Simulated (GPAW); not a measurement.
# How the form of the self-energy moves the gap of CdWO4 (P2/c)

Aim: compare treatments of exchange, screening and correlation for the gap of CdWO4 (P2/c).

Calculated with GPAW 26.7.0; LDA and many-body steps on it, plane waves.

**What was measured.**

- Gap 4.15 eV: direct gap from absorption edge with Urbach fit; optical absorption; 300 K; bulk crystal (thin cleaved platelet of Czochralski crystal, 10-30 um thick) (“Optical absorption of divalent metal tungstates: Correlation between the band-gap energy and the cation ionic radius”, 2008, arxiv:0807.2115).

Most raw output is cut from this account.

**1. Starting point**

It takes space group P2/c (No. 13, monoclinic). Conventional cell: a = 5.040 Å, b = 5.870 Å, c = 5.084 Å, α = 90.00°, β = 91.48°, γ = 90.00°. Nearest to Cd lie 6 O at 2.20 to 2.43 Å. Nearest to W lie 6 O at 1.78 to 2.15 Å. Nearest to O lie 2 W at 1.92 to 2.15 Å and 1 Cd at 2.20 Å. Nearest to O lie 1 W at 1.78 Å and 2 Cd at 2.28 to 2.43 Å. Farther neighbours and most contacts between anions are not listed.

Structure file:

```xyz
12
Lattice="5.0400 0.0000 0.0000 0.0000 5.8701 0.0000 -0.1310 0.0000 5.0824" Properties=species:S:1:pos:R:3 pbc="T T T"
Cd    2.4873    4.0932    1.2706
Cd    2.4218    1.7769    3.8118
W    -0.0327    1.0481    1.2706
W    -0.0982    4.8220    3.8118
O     0.8926    0.5606    4.8303
O     3.9510    0.5606    2.7933
O     4.0164    5.3095    0.2521
O     0.9581    5.3095    2.2891
O     1.1694    2.1737    1.9511
O     3.8051    2.1737    0.5901
O     3.7396    3.6964    3.1313
O     1.1039    3.6964    4.4923
```

The cell and positions come from the Crystallography Open Database and are kept as given unless a step says otherwise. Spin-orbit coupling is left out unless a step names it.

**2. Empty states on the mesh, 4×2×4 mesh, 516 bands**

This step: GPAW 26.7.0; DFT, LDA, plane waves, PAW.

The sums over transitions need many empty states on a uniform mesh; this step solves for them.

run.py reads:

```python
import json
import numpy as np
from gpaw.mpi import world
from gpaw import GPAW

calc = GPAW('gs.gpw').fixed_density(kpts={'size': (4, 2, 4), 'gamma': True},
    parallel={'domain': 1, 'band': 1},
    txt='nscf.txt')
calc.diagonalize_full_hamiltonian(nbands=516)
calc.write('full.gpw', mode='all')
res = {}
kpts = calc.get_ibz_k_points()
res['kpts'] = kpts
res['eigenvalues'] = [calc.get_eigenvalues(kpt=k) for k in range(len(kpts))]
res['n_electrons'] = calc.get_number_of_electrons()

if world.rank == 0:
    with open('result.json', 'w') as f:
        json.dump(res, f, default=lambda x: x.tolist())
```

The run is started by

```console
$ mpirun -n 8 gpaw python run.py
```

Run time: 9.1 min. Hardware: 8 MPI ranks of Arm Neoverse V1, shared host; peak memory 20 GiB.

This step gave:

```
gap                                                           : 2.955 eV
k of the valence top                                          : 0, 0.5, 0
k of the conduction bottom                                    : 0, 0.5, 0
least direct gap                                              : 2.955 eV
k points computed                                             : 20
lowest point of the top converged band, above the valence top : 114.9585 eV
```

On this mesh the gap is 2.955 eV.

**3. G0W0, Godby-Needs plasmon pole**

Now the one-shot GW correction: screening in the RPA, then the self-energy of the levels asked for.

This step: G0W0 on LDA, plane waves, PAW.

run.py reads:

```python
import json
import numpy as np
from gpaw.mpi import world
from gpaw.response.g0w0 import G0W0

gw = G0W0('full.gpw',
    filename='gw',
    kpts=[0, 3],
    bands=(48, 52),
    ecut=78,
    nbands=235,
    integrate_gamma='WS',
    ppa=True)
gw.calculate()
res = {mode: {k: v for k, v in r.items() if k != 'sigma_eskwn'}
       for mode, r in gw.all_results.items()}

if world.rank == 0:
    with open('result.json', 'w') as f:
        json.dump(res, f, default=lambda x: x.tolist())
```

The run is started by

```console
$ mpirun -n 8 gpaw python run.py
```

Run time: 9.6 min. Hardware: 8 MPI ranks; peak memory 5.3 GiB.

Numbers from this step:

```
G0W0 gap on the points computed              : 4.707 eV
least direct G0W0 gap on the computed points : 4.707 eV
Z at the valence top                         : 0.7812
Z at the conduction bottom                   : 0.8206
starting gap on the mesh                     : 2.955 eV
k of the valence top                         : 0, 0.5, 0
k of the conduction bottom                   : 0, 0.5, 0
```

The gap on the mesh goes from 2.96 eV to 4.71 eV, a correction of +1.75 eV.

**4. One-shot HSE06**

This step: one-shot HSE06 levels on LDA orbitals, plane waves, PAW.

run.py reads:

```python
import json
import numpy as np
from gpaw.mpi import world
from gpaw.hybrids.eigenvalues import non_self_consistent_eigenvalues

dft, vxc, vxc_hyb = non_self_consistent_eigenvalues('full.gpw', 'HSE06', 48, 52, kpt_indices=[0, 3])
res = {'dft': dft[0], 'hybrid': (dft - vxc + vxc_hyb)[0]}
if world.rank == 0:
    with open('hybrid.txt', 'w') as f:
        for k, e0, e1 in zip([0, 3], res['dft'], res['hybrid']):
            print(k, ' '.join(f'{x:9.4f}' for x in e0), '|', ' '.join(f'{x:9.4f}' for x in e1), file=f)

if world.rank == 0:
    with open('result.json', 'w') as f:
        json.dump(res, f, default=lambda x: x.tolist())
```

The run is started by

```console
$ mpirun -n 8 gpaw python run.py
```

The job ended after 11 s (8 MPI ranks; peak memory 3.1 GiB; 74 s of CPU time).

This step gave:

| Property | Result |
| --- | --- |
| starting gap on the mesh | 2.955 eV |
| hybrid gap on the mesh | 5.021 eV |
| least direct hybrid gap on the computed points | 5.021 eV |

**5. G0W0, extrapolated in the cutoff**

This step: G0W0 on LDA, plane waves, PAW.

run.py reads:

```python
import json
import numpy as np
from gpaw.mpi import world
from gpaw.response.g0w0 import G0W0

gw = G0W0('full.gpw',
    filename='gw',
    kpts=[0, 3],
    bands=(48, 52),
    ecut=130.0,
    integrate_gamma='WS',
    ppa=True,
    ecut_extrapolation=True)
gw.calculate()
res = {mode: {k: v for k, v in r.items() if k != 'sigma_eskwn'}
       for mode, r in gw.all_results.items()}

if world.rank == 0:
    with open('result.json', 'w') as f:
        json.dump(res, f, default=lambda x: x.tolist())
```

The run is started by

```console
$ mpirun -n 8 gpaw python run.py
```

The job ended after 52 min (8 MPI ranks; peak memory 6.9 GiB).

Numbers from this step:

| Property | Result |
| --- | --- |
| quasiparticle gap on the points computed | 4.833 eV |
| least direct quasiparticle gap on the computed points | 4.833 eV |
| Z at the valence top | 0.7704 |
| Z at the conduction bottom | 0.8151 |
| starting gap on the mesh | 2.955 eV |
| k of the valence top | 0, 0.5, 0 |
| k of the conduction bottom | 0, 0.5, 0 |
| gaps at the cutoffs of the extrapolation | 4.724, 4.734, 4.746 eV |

Against G0W0 in GPAW (4×2×4 mesh, 235 bands, screening to 78 eV, Godby-Needs plasmon pole), the gap moves by +0.127 eV.

**6. One-shot PBE0**

This step: one-shot PBE0 levels on LDA orbitals, plane waves, PAW.

run.py reads:

```python
import json
import numpy as np
from gpaw.mpi import world
from gpaw.hybrids.eigenvalues import non_self_consistent_eigenvalues

dft, vxc, vxc_hyb = non_self_consistent_eigenvalues('full.gpw', 'PBE0', 48, 52, kpt_indices=[0, 3])
res = {'dft': dft[0], 'hybrid': (dft - vxc + vxc_hyb)[0]}
if world.rank == 0:
    with open('hybrid.txt', 'w') as f:
        for k, e0, e1 in zip([0, 3], res['dft'], res['hybrid']):
            print(k, ' '.join(f'{x:9.4f}' for x in e0), '|', ' '.join(f'{x:9.4f}' for x in e1), file=f)

if world.rank == 0:
    with open('result.json', 'w') as f:
        json.dump(res, f, default=lambda x: x.tolist())
```

The run is started by

```console
$ mpirun -n 8 gpaw python run.py
```

Run time: 41 s. Hardware: 8 MPI ranks; peak memory 3.1 GiB; 97 s of CPU time.

Numbers from this step:

```yaml
starting_gap_on_the_mesh: 2.955 eV
hybrid_gap_on_the_mesh: 5.705 eV
least_direct_hybrid_gap_on_the_computed_points: 5.705 eV
```

**7. G0W0, full frequency, Hilbert transform**

This step: G0W0 on LDA, plane waves, PAW.

run.py reads:

```python
import json
import numpy as np
from gpaw.mpi import world
from gpaw.response.g0w0 import G0W0

gw = G0W0('full.gpw',
    filename='gw',
    kpts=[0, 3],
    bands=(48, 52),
    ecut=78,
    nbands=235,
    integrate_gamma='WS',
    frequencies={'type': 'nonlinear', 'domega0': 0.1, 'omega2': 15.0},
    eta=0.1,
    nblocksmax=True)
gw.calculate()
res = {mode: {k: v for k, v in r.items() if k != 'sigma_eskwn'}
       for mode, r in gw.all_results.items()}

if world.rank == 0:
    with open('result.json', 'w') as f:
        json.dump(res, f, default=lambda x: x.tolist())
```

The run is started by

```console
$ mpirun -n 8 gpaw python run.py
```

It took 22 min on 8 MPI ranks; peak memory 5.2 GiB.

Numbers from this step:

* G0W0 gap on the points computed: 4.655 eV
* least direct G0W0 gap on the computed points: 4.655 eV
* starting gap on the mesh: 2.955 eV
* k of the valence top: 0, 0.5, 0
* k of the conduction bottom: 0, 0.5, 0

Against G0W0 in GPAW (4×2×4 mesh, 235 bands, screening to 78 eV, Godby-Needs plasmon pole), the gap moves by −0.052 eV.

**8. The runs together**

Times are wall times on 8 MPI ranks of Arm Neoverse V1, shared host. The host was busy with other work, so they are no guide to cost.

```csv
run,mesh,bands,screening cutoff (eV),DFT gap (eV),gap on the mesh (eV),direct (eV),time
"G0W0, Godby-Needs plasmon pole",4×2×4,235,78,2.955,4.707,4.707,9.6 min
one-shot HSE06,4×2×4,-,-,2.955,5.021,5.021,11 s
"G0W0, extrapolated in the cutoff",4×2×4,-,130,2.955,4.833,4.833,52 min
one-shot PBE0,4×2×4,-,-,2.955,5.705,5.705,41 s
"G0W0, full frequency, Hilbert transform",4×2×4,235,78,2.955,4.655,4.655,22 min
```

**9. Results**

```yaml
g0w0_godby_needs_plasmon_pole: 4.707 eV
one_shot_hse06: 5.021 eV
g0w0_extrapolated_in_the_cutoff: 4.833 eV
one_shot_pbe0: 5.705 eV
g0w0_full_frequency_hilbert_transform: 4.655 eV
known_limits: not at the basis limit; d shell near the gap, gap tends to lie low; no spin-orbit coupling; coarse k mesh
```

One-shot HSE06: +0.314 eV against G0W0, Godby-Needs plasmon pole. G0W0, extrapolated in the cutoff: +0.127 eV against G0W0, Godby-Needs plasmon pole, at other bands or cutoff, so not like for like. One-shot PBE0: +0.999 eV against G0W0, Godby-Needs plasmon pole. G0W0, full frequency, Hilbert transform: −0.052 eV against G0W0, Godby-Needs plasmon pole. One-shot hybrid levels are evaluated on the LDA orbitals. Against experiment, by G0W0, Godby-Needs plasmon pole: the direct gap of 4.71 eV lies +0.56 eV from the measured 4.15 eV (direct, 300 K, 2008). An exciton line or allowed optical edge lies below the quasiparticle gap by the binding energy; a forbidden edge can push the onset above it. These are gaps on the mesh, at modest bands and cutoff. The calculation has static nuclei and no excitons; a measured gap holds zero-point and thermal motion, which mostly lowers it. With atoms this heavy the missing spin-orbit coupling can matter too. Bands and cutoff are finite, so the gap is not at the basis limit. The miss can reach some tenths of an eV and take either sign; the mesh is an error of its own. These stock PAW sets were not made for GW; the filled d or f shell of W lies in the frozen core, which bears on start and correction. In the G0W0 runs levels were corrected at 2 k points alone, so a gap called «on the mesh» is the least over those, and an edge elsewhere would be missed. The program warns of a poor linear fit in the extrapolation of some level, so the extrapolated values are rough. The 4×2×4 mesh is coarse for this cell, which bears on the long-range parts of exchange and screening. A d shell, filled or nearly so, lies near the gap. One-shot GW converges very slowly in bands there, not always from below, and on a semilocal start the gap tends to come out low; starts rich in exact exchange can overshoot instead.

[Paths, hosts, dates, memory and timing lines, banners, echoed tables and standing remarks are left out of the program output.]

[Logs are printed without paths, hosts, clocks, repeated set-up lines and the standing remarks that a program may print on its own settings, such as how far it seeks lower states.]

[Runs of the session that timed out or met a known fault of the program may be left out.]

[Hosts, paths, dates, database ids (printed as entryN), source tags and the programs' standing remarks are cut or masked in the printed files.]
